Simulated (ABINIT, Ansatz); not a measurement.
**MgH2 (P4_2/mnm): changed settings of a GW run in ABINIT**

Aim: change inputs of a GW run on MgH2 (P4_2/mnm) and see what moves.

Program: ABINIT 10.8.3. Level of theory: PBE and many-body steps on it, plane waves. Results are calculated unless marked as measured.

Most raw output is cut from this account.

### 1. The starting structure

The structure is tetragonal, space group P4_2/mnm (No. 136). Conventional cell: a = 4.517 Å, b = 4.517 Å, c = 3.020 Å, α = 90.00°, β = 90.00°, γ = 90.00°. Mg has 6 H at 1.95 Å nearest. H has 3 Mg at 1.95 Å nearest. Farther neighbours are not listed.

The cell and positions come from the Crystallography Open Database and are kept as given unless a step says otherwise.

### 2. Screening, 4×4×4 mesh, 173 bands, screening to 176.9 eV

This step: ABINIT 10.8.3; RPA screening on PBE, plane waves, norm-conserving pseudopotentials.

The RPA dielectric matrix is built and inverted for each q.

The input, run.abi:

```
acell 3*1.0 Angstrom
rprim 
  4.516800000000 0.000000000000 0.000000000000
  0.000000000000 4.516800000000 0.000000000000
  0.000000000000 0.000000000000 3.020500000000
ntypat 2
znucl 12 1
natom 6
typat 1 1 2 2 2 2
xred 
  0.000000000000 0.000000000000 0.000000000000
  0.500000000000 0.500000000000 0.500000000000
  0.306000000000 0.306000000000 0.000000000000
  0.194000000000 0.806000000000 0.500000000000
  0.694000000000 0.694000000000 0.000000000000
  0.806000000000 0.194000000000 0.500000000000
pp_dirpath "pseudos"
pseudos "Mg.upf, H.upf"
ecut 38
ngkpt 4 4 4
nshiftk 1
shiftk 0 0 0
kptopt 1
chksymbreak 0
istwfk *1
occopt 1
irdwfk 1
optdriver 3
nband 173
ecuteps 6.5
inclvkb 2
awtr 1
symchi 1
indata_prefix "in"
outdata_prefix "out"
tmpdata_prefix "tmp"
```

The run is started by

```sh
OMP_NUM_THREADS=1 mpirun -n 4 abinit run.abi > log
```

The job ended after 3.9 min (4 MPI ranks of Arm Neoverse V1, shared host; peak memory 2.4 GiB).

This step gave:

- ε∞ with local fields, on this mesh, along the program's q direction: 3.662
- the same without local fields: 4.060
- plasma frequency: 23.17 eV
- plane waves in the screening matrix: 315

Local fields lower ε∞ by 10 %. On a Γ-centred mesh this coarse the value itself is usually too large, while a short band sum pulls it down.

### 3. Base

The self-energy is evaluated for the states that the input lists, and the levels follow from it, in one-shot runs by the linearised quasiparticle equation.

This step: G0W0 on PBE, plane waves, norm-conserving pseudopotentials.

run.abi, as its differences from that of step 2:

```diff
@@ -27,8 +27,21 @@
 irdwfk 1
-optdriver 3
+optdriver 4
 nband 173
+gwcalctyp 0
+ecutsigx 38
+symsigma 1
+nkptgw 4
+kptgw 
+  0.2500000000 0.0000000000 0.0000000000
+  0.5000000000 0.5000000000 0.5000000000
+  0.2500000000 0.2500000000 0.5000000000
+  0.0000000000 0.0000000000 0.0000000000
+bdgw 
+  11 14
+  11 14
+  11 14
+  10 14
 ecuteps 6.5
-inclvkb 2
-awtr 1
-symchi 1
+irdscr 1
+ppmodel 1
 indata_prefix "in"
```

Elapsed: 93 s, on 4 MPI ranks; peak memory 2.5 GiB; 6.2 min of CPU time.

Numbers from this step:

| Property | Result |
| --- | --- |
| G0W0 gap on the mesh | 5.936 eV |
| starting gap on the mesh | 3.895 eV |
| k of the valence top | 0.25, 0, 0 |
| k of the conduction bottom | 0.5, 0.5, 0.5 |
| Z at the valence top | 0.781 |
| Z at the conduction bottom | 0.821 |
| least direct G0W0 gap on the computed points | 6.748 eV |

The gap on the mesh goes from 3.90 eV to 5.94 eV, a correction of +2.04 eV.

### 4. Smaller part of the screening matrix

run.abi, as its differences from that of step 3:

```diff
@@ -43,3 +43,3 @@
   10 14
-ecuteps 6.5
+ecuteps 1.6
 irdscr 1
```

Elapsed: 7.5 s, on 4 MPI ranks; peak memory 1.4 GiB; 30 s of CPU time.

This step gave:

- G0W0 gap on the mesh: 5.693 eV
- starting gap on the mesh: 3.895 eV
- k of the valence top: 0.25, 0, 0
- k of the conduction bottom: 0.5, 0.5, 0.5
- Z at the valence top: 0.799
- Z at the conduction bottom: 0.823
- least direct G0W0 gap on the computed points: 6.515 eV

### 5. Exchange cutoff of one hartree

run.abi, as its differences from that of step 4:

```diff
@@ -30,3 +30,3 @@
 gwcalctyp 0
-ecutsigx 38
+ecutsigx 1
 symsigma 1
@@ -43,3 +43,3 @@
   10 14
-ecuteps 1.6
+ecuteps 6.5
 irdscr 1
```

Elapsed: 5.8 s, on 4 MPI ranks; peak memory 1.1 GiB; 23 s of CPU time.

The run ended normally, though the input holds a fault or crude settings.

The fault put into this input: exchange cutoff of one hartree. It printed a gap of 4.84 eV, an artefact of the input.

### 6. The runs together

Times are wall times on 4 MPI ranks of Arm Neoverse V1, shared host, good to a factor of about two. A run's time includes the screening step that it read.

```tsv
run	mesh	bands	screening cutoff (eV)	DFT gap (eV)	gap on the mesh (eV)	direct (eV)	ε∞ used	time
base	4×4×4	173	176.9	3.895	5.936	6.748	3.66	5.4 min
smaller part of the screening matrix	4×4×4	173	43.5	3.895	5.693	6.515	3.66	4 min
```

### 7. Results

```
base                                 : 5.936 eV
smaller part of the screening matrix : 5.693 eV
known limits                         : not at the basis limit; coarse k mesh
```

Smaller part of the screening matrix: −0.243 eV against base (keys changed: ecuteps). Bands and cutoff are finite, so the gap is not at the basis limit. The miss can reach some tenths of an eV and take either sign; the mesh is an error of its own. A denser mesh or path gives a starting gap of 3.76 eV: the GW mesh misses a band edge, so its gaps are not the fundamental one. The 4×4×4 mesh is coarse for this cell, which bears on the long-range parts of exchange and screening.

[Paths, hosts, dates, memory and timing lines, banners, echoed tables and standing remarks are left out of the program output.]

[Logs are printed without paths, hosts, clocks, repeated set-up lines and the standing remarks that a program may print on its own settings, such as how far it seeks lower states.]

[Runs of the session that timed out or met a known fault of the program may be left out.]

[Hosts, paths, dates, database ids (printed as entryN), source tags and the programs' standing remarks are cut or masked in the printed files.]

[G0W0 gaps are taken among the corrected bands and points alone; a level outside them can change the order at an edge.]

[Where Ansatz stands beside ABINIT at settings called matched, ABINIT's density can come from a denser mesh and the files from another edition; pairs whose starting gaps differed by over 0.03 eV were left out, so agreement reads better than it is.]
